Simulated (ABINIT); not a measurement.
# A GW chain in ABINIT: SiO2 (P4_32_12)

How does a plane-wave GW calculation on SiO2 (P4_32_12) run from the first input to the gap?

Method: LDA and many-body steps on it, plane waves, in ABINIT 10.8.3.

## 1. Starting point

Symmetry: P4_32_12, No. 96, tetragonal system. Conventional cell: a = 4.933 Å, b = 4.933 Å, c = 6.465 Å, α = 90.00°, β = 90.00°, γ = 90.00°. Nearest to Si lie 4 O at 1.62 Å. Nearest to O lie 2 Si at 1.62 Å. Farther neighbours and most contacts between anions are not listed.

As a file:

```cif
data_structure
_symmetry_space_group_name_H-M 'P4_32_12'
_symmetry_Int_Tables_number 96
_cell_length_a 4.9329
_cell_length_b 4.9329
_cell_length_c 6.4645
_cell_angle_alpha 90.000
_cell_angle_beta 90.000
_cell_angle_gamma 90.000
_cell_volume 157.30
loop_
_atom_site_label
_atom_site_type_symbol
_atom_site_symmetry_multiplicity
_atom_site_Wyckoff_symbol
_atom_site_fract_x
_atom_site_fract_y
_atom_site_fract_z
_atom_site_occupancy
Si1 Si 4 a 0.81771 0.81771 0.50000 1
O1 O 8 b 0.26834 0.36457 0.80193 1
```

The cell and positions come from the Crystallography Open Database and are kept as given unless a step says otherwise.

## 2. Ground state

This step: ABINIT 10.8.3; DFT, LDA, plane waves, norm-conserving pseudopotentials.

The ground-state density comes first.

run.abi reads:

```
acell 3*1.0 Angstrom
rprim 
  4.932900000000 0.000000000000 0.000000000000
  0.000000000000 4.932900000000 0.000000000000
  0.000000000000 0.000000000000 6.464500000000
ntypat 2
znucl 14 8
natom 12
typat 1 1 1 1 2 2 2 2 2 2 2 2
xred 
  0.817705000000 0.817705000000 0.500000000000
  0.682295000000 0.317705000000 0.250000000000
  0.182295000000 0.182295000000 0.000000000000
  0.317705000000 0.682295000000 0.750000000000
  0.268340000000 0.364570000000 0.801930000000
  0.135430000000 0.768340000000 0.551930000000
  0.731660000000 0.635430000000 0.301930000000
  0.864570000000 0.231660000000 0.051930000000
  0.768340000000 0.135430000000 0.448070000000
  0.635430000000 0.731660000000 0.698070000000
  0.231660000000 0.864570000000 0.948070000000
  0.364570000000 0.268340000000 0.198070000000
pp_dirpath "pseudos"
pseudos "Si.upf, O.upf"
ecut 36
ngkpt 4 4 4
nshiftk 1
shiftk 0 0 0
kptopt 1
chksymbreak 0
nband 42
occopt 1
tolvrs 1e-08
nstep 60
prtwf 0
optforces 0
optstress 0
indata_prefix "in"
outdata_prefix "out"
tmpdata_prefix "tmp"
```

Started as:

```console
$ OMP_NUM_THREADS=1 mpirun -n 4 abinit run.abi > log
```

Numbers of over 12 decimals in the logs are rounded to 6 here.

Log:

```text
.Version 10.8.3 of ABINIT. v10.8.2 released Aug 2026.

 Symmetries : space group P4_3 2_1 2 (# 96); Bravais tP (primitive tetrag.)
================================================================================
 Values of the parameters that define the memory need of the present run
     intxc =       0    ionmov =       0      iscf =       7    lmnmax =       6
     lnmax =       6     mgfft =      72  mpssoang =       3    mqgrid =    3300
     natom =      12  nloc_mem =       1    nspden =       1   nspinor =       1
    nsppol =       1      nsym =       8    n1xccc =    2501    ntypat =       2
    occopt =       1   xclevel =       1
-    mband =          42        mffmem =           1         mkmem =           5
       mpw =       10967          nfft =      209952          nkpt =          18
================================================================================
  Rough estimation (10% accuracy) of disk space for files :
================================================================================

--------------------------------------------------------------------------------
------------- Echo of variables that govern the present computation ------------
--------------------------------------------------------------------------------
 -outvars: echo values of preprocessed input variables --------
            acell      1.8897261259E+00  1.8897261259E+00  1.8897261259E+00 Bohr

      chksymbreak           0
             ecut      3.60000000E+01 Hartree
-          fftalg         312

              ixc       -1012
              kpt      0.00000000E+00  0.00000000E+00  0.00000000E+00
                       2.50000000E-01  0.00000000E+00  0.00000000E+00
                       5.00000000E-01  0.00000000E+00  0.00000000E+00
                       2.50000000E-01  2.50000000E-01  0.00000000E+00
                       5.00000000E-01  2.50000000E-01  0.00000000E+00
                       5.00000000E-01  5.00000000E-01  0.00000000E+00
                       0.00000000E+00  0.00000000E+00  2.50000000E-01
                       2.50000000E-01  0.00000000E+00  2.50000000E-01
                       5.00000000E-01  0.00000000E+00  2.50000000E-01
   [... 7 further rows ...]
                       5.00000000E-01  2.50000000E-01  5.00000000E-01
                       5.00000000E-01  5.00000000E-01  5.00000000E-01
         kptrlatt        4    0    0      0    4    0      0    0    4
          kptrlen      3.72873200E+01
P           mkmem           5
            natom          12
            nband          42
            ngfft          54      54      72
             nkpt          18
            nstep          60
             nsym           8
           ntypat           2
              occ      2.000000  2.000000  2.000000  2.000000  2.000000  2.000000
                       2.000000  2.000000  2.000000  2.000000  2.000000  2.000000
                       2.000000  2.000000  2.000000  2.000000  2.000000  2.000000
                       2.000000  2.000000  2.000000  2.000000  2.000000  2.000000
                       2.000000  2.000000  2.000000  2.000000  2.000000  2.000000
                       2.000000  2.000000  0.000000  0.000000  0.000000  0.000000
                       0.000000  0.000000  0.000000  0.000000  0.000000  0.000000
        optforces           0
        optstress           0
            prtwf           0
            rprim      4.9329000000E+00  0.0000000000E+00  0.0000000000E+00
[...]
spgroup          96

           tolvrs      1.00000000E-08

             xred      8.1770500000E-01  8.1770500000E-01  5.0000000000E-01
[...]
znucl       14.00000    8.00000

================================================================================

 chkinp: Checking input parameters for consistency.

================================================================================
== DATASET  1 ==================================================================
-   mpi_nproc: 4, omp_nthreads: 1 (-1 if OMP is not activated)

--- !DatasetInfo
iteration_state: {dtset: 1, }
dimensions: {natom: 12, nkpt: 18, mband: 42, nsppol: 1, nspinor: 1, nspden: 1, mpw: 10967, }
cutoff_energies: {ecut:  36.0, pawecutdg:  -1.0, }
electrons: {nelect:   6.40000000E+01, charge:   0.00000000E+00, occopt:   1.00000000E+00, tsmear:   1.00000000E-02, }

 Real(R)+Recip(G) space primitive vectors, cartesian coordinates (Bohr,Bohr^-1):
 R(1)=  9.3218300  0.0000000  0.0000000  G(1)=  0.1072751  0.0000000  0.0000000
 R(2)=  0.0000000  9.3218300  0.0000000  G(2)=  0.0000000  0.1072751  0.0000000
 R(3)=  0.0000000  0.0000000 12.2161345  G(3)=  0.0000000  0.0000000  0.0818590
 Unit cell volume ucvol=  1.0615395E+03 bohr^3
 Angles (23,13,12)=  9.00000000E+01  9.00000000E+01  9.00000000E+01 degrees

 getcut: wavevector=  0.0000  0.0000  0.0000  ngfft=  54  54  72
         ecut(hartree)=     36.000   => boxcut(ratio)=   2.14475

--- Pseudopotential description ------------------------------------------------
- Si Generated using ONCVPSP code by D. R. Hamann
- 14.00000   4.00000  180309                  znucl, zion, pspdat
12 -1012 2 -1 1510                            pspcod,pspxc,lmax,lloc,mmax
     nproj     2     2     2
  pspatm : epsatm=    6.67003958
         --- l  ekb(1:nproj) -->
[...]
-  8.00000   6.00000  201201                  znucl, zion, pspdat
12 -1012 2 -1 926                             pspcod,pspxc,lmax,lloc,mmax
     nproj     2     2     1
  pspatm : epsatm=    6.27558587
         --- l  ekb(1:nproj) -->
[...]
2   -1.033686
 pspatm: atomic psp has been read  and splines computed

   4.92063010E+03                                ecore*ucvol(ha*bohr**3)
--------------------------------------------------------------------------------

_setup2: Arith. and geom. avg. npw (full set) are   10951.109   10951.099

================================================================================

--- !BeginCycle
iteration_state: {dtset: 1, }
solver: {iscf: 7, nstep: 60, nline: 4, wfoptalg: 0, }
tolerances: {tolvrs: 1.00E-08, }

     iter   Etot(hartree)      deltaE(h)  residm     vres2
 ETOT  1  -148.88134030942    -1.489E+02 8.997E-02 1.822E+03
 ETOT  2  -149.02430518067    -1.430E-01 1.576E-02 1.604E+03
 ETOT  3  -149.73230658969    -7.080E-01 9.100E-03 1.172E+01
 ETOT  4  -149.73658337673    -4.277E-03 4.152E-03 2.324E-01
 ETOT  5  -149.73660955141    -2.617E-05 1.060E-03 2.045E-02
 ETOT  6  -149.73661235361    -2.802E-06 8.326E-04 8.483E-04
 ETOT  7  -149.73661241670    -6.309E-08 4.898E-04 2.826E-05
 ETOT  8  -149.73661241924    -2.534E-09 1.153E-03 2.036E-07
 ETOT  9  -149.73661241926    -2.640E-11 4.541E-04 1.312E-08
 ETOT 10  -149.73661241926    -1.108E-12 8.140E-04 3.583E-10

 At SCF step   10       vres2   =  3.58E-10 < tolvrs=  1.00E-08 =>converged.

--- !ResultsGS
iteration_state: {dtset: 1, }
comment   : Summary of ground state results
lattice_vectors:
- [  9.3218300,   0.0000000,   0.0000000, ]
- [  0.0000000,   9.3218300,   0.0000000, ]
- [  0.0000000,   0.0000000,  12.2161345, ]
lattice_lengths: [   9.32183,    9.32183,   12.21613, ]
lattice_angles: [ 90.000,  90.000,  90.000, ] # degrees, (23, 13, 12)
lattice_volume:   1.0615395E+03
convergence: {deltae: -1.108E-12, res2:  3.583E-10, residm:  8.140E-04, diffor:  0.000E+00, }
etotal    :  -1.49736612E+02
entropy   :   0.00000000E+00
fermie    :  -3.54191642E-03
cartesian_stress_tensor: null
pressure_GPa: null
xred      :
- [  8.1771E-01,   8.1771E-01,   5.0000E-01, Si]
- [  6.8230E-01,   3.1771E-01,   2.5000E-01, Si]
- [  1.8230E-01,   1.8230E-01,   0.0000E+00, Si]
- [  3.1771E-01,   6.8230E-01,   7.5000E-01, Si]
- [  2.6834E-01,   3.6457E-01,   8.0193E-01,  O]
- [  1.3543E-01,   7.6834E-01,   5.5193E-01,  O]
- [  7.3166E-01,   6.3543E-01,   3.0193E-01,  O]
- [  8.6457E-01,   2.3166E-01,   5.1930E-02,  O]
- [  7.6834E-01,   1.3543E-01,   4.4807E-01,  O]
- [  6.3543E-01,   7.3166E-01,   6.9807E-01,  O]
- [  2.3166E-01,   8.6457E-01,   9.4807E-01,  O]
- [  3.6457E-01,   2.6834E-01,   1.9807E-01,  O]
cartesian_forces: null
force_length_stats: {min: null, max: null, mean: null, }

 Integrated electronic density in atomic spheres:
 ------------------------------------------------
 Atom  Sphere_radius  Integrated_density
[...]
================================================================================

 ----iterations are completed or convergence reached----

 Mean square residual over all n,k,spin=   25.155E-07; max=  81.405E-05
 reduced coordinates (array xred) for   12 atoms
[...]
0.864570000000      0.231660000000      0.051930000000
       0.768340000000      0.135430000000      0.448070000000
       0.635430000000      0.731660000000      0.698070000000
       0.231660000000      0.864570000000      0.948070000000
       0.364570000000      0.268340000000      0.198070000000
 rms dE/dt=  0.0000E+00; max dE/dt=  0.0000E+00; dE/dt below (all hartree)
    1       0.000000000000      0.000000000000      0.000000000000
    2       0.000000000000      0.000000000000      0.000000000000
    3       0.000000000000      0.000000000000      0.000000000000
    4       0.000000000000      0.000000000000      0.000000000000
    5       0.000000000000      0.000000000000      0.000000000000
    6       0.000000000000      0.000000000000      0.000000000000
    7       0.000000000000      0.000000000000      0.000000000000
    8       0.000000000000      0.000000000000      0.000000000000
    9       0.000000000000      0.000000000000      0.000000000000
   10       0.000000000000      0.000000000000      0.000000000000
[...]
cartesian coordinates (angstrom) at end:
[...]
8      4.264837     1.142756     0.335701
    9      3.790144     0.668063     2.896549
   10      3.134513     3.609206     4.512674
   11      1.142756     4.264837     6.128799
   12      1.798387     1.323694     1.280424
 length scales=  1.889726125908  1.889726125908  1.889726125908 bohr
              =  1.000000000000  1.000000000000  1.000000000000 angstroms
 prteigrs : about to open file out_EIG
 Fermi (or HOMO) energy (hartree) =  -0.00354   Average Vxc (hartree)=  -0.34948
 Eigenvalues (hartree) for nkpt=  18  k points:
 kpt#   1, nband= 42, wtk=  0.01563, kpt=  0.0000  0.0000  0.0000 (reduced coord)
  -0.70966   -0.67250   -0.67250   -0.62835   -0.62817   -0.62817   -0.62763   -0.62700
  -0.34604   -0.26879   -0.26879   -0.21719   -0.21324   -0.21324   -0.19372   -0.18730
  -0.11787   -0.11714   -0.11714   -0.09417   -0.08699   -0.07092   -0.06541   -0.06541
  -0.06464   -0.06107   -0.05269   -0.05269   -0.03468   -0.02083   -0.02083   -0.00354
   0.19938    0.31004    0.31004    0.33221    0.34087    0.34087    0.37941    0.38283
   0.40071    0.40071
 prteigrs : prtvol=0 or 1, do not print more k-points.

--- !EnergyTerms
iteration_state     : {dtset: 1, }
comment             : Components of total free energy in Hartree
kinetic             :  9.75878072599016E+01
hartree             :  5.33058684813679E+01
xc                  : -3.98636108166045E+01
Ewald energy        : -8.94593359474491E+01
psp_core            :  4.63537158140182E+00
local_psp           : -1.55661248899676E+02
non_local_psp       : -2.02814640782055E+01
total_energy        : -1.49736612419264E+02
total_energy_eV     : -4.07454079570535E+03
band_energy         : -1.63387279242564E+01

== END DATASET(S) ==============================================================
================================================================================

 -outvars: echo values of variables after computation  --------
           etotal     -1.4973661242E+02
            nband          42
             nkpt          18
          spgroup          96
 [... the other variables as echoed above ...]

 Calculation completed.
```

The job ended after 87 s (4 MPI ranks of Arm Neoverse V2, shared host; peak memory 0.55 GiB).

Numbers from this step:

```yaml
total_energy: -4074.5408 eV
gap: 5.522 eV
k_of_the_valence_top: 0, 0, 0
k_of_the_conduction_bottom: 0, 0, 0
least_direct_gap: 5.522 eV
```

The gap is direct, at Γ.

(Part 1 of 3 ends here.)

[Paths, hosts, dates, memory and timing lines, banners, echoed tables and standing remarks are left out of the program output.]

[Logs are printed without paths, hosts, clocks, repeated set-up lines and the standing remarks that a program may print on its own settings, such as how far it seeks lower states.]

[Runs of the session that timed out or met a known fault of the program may be left out.]

[Hosts, paths, dates, database ids (printed as entryN), source tags and the programs' standing remarks are cut or masked in the printed files.]

[G0W0 gaps are taken among the corrected bands and points alone; a level outside them can change the order at an edge.]

[Where Ansatz stands beside ABINIT at settings called matched, ABINIT's density can come from a denser mesh and the files from another edition; pairs whose starting gaps differed by over 0.03 eV were left out, so agreement reads better than it is.]
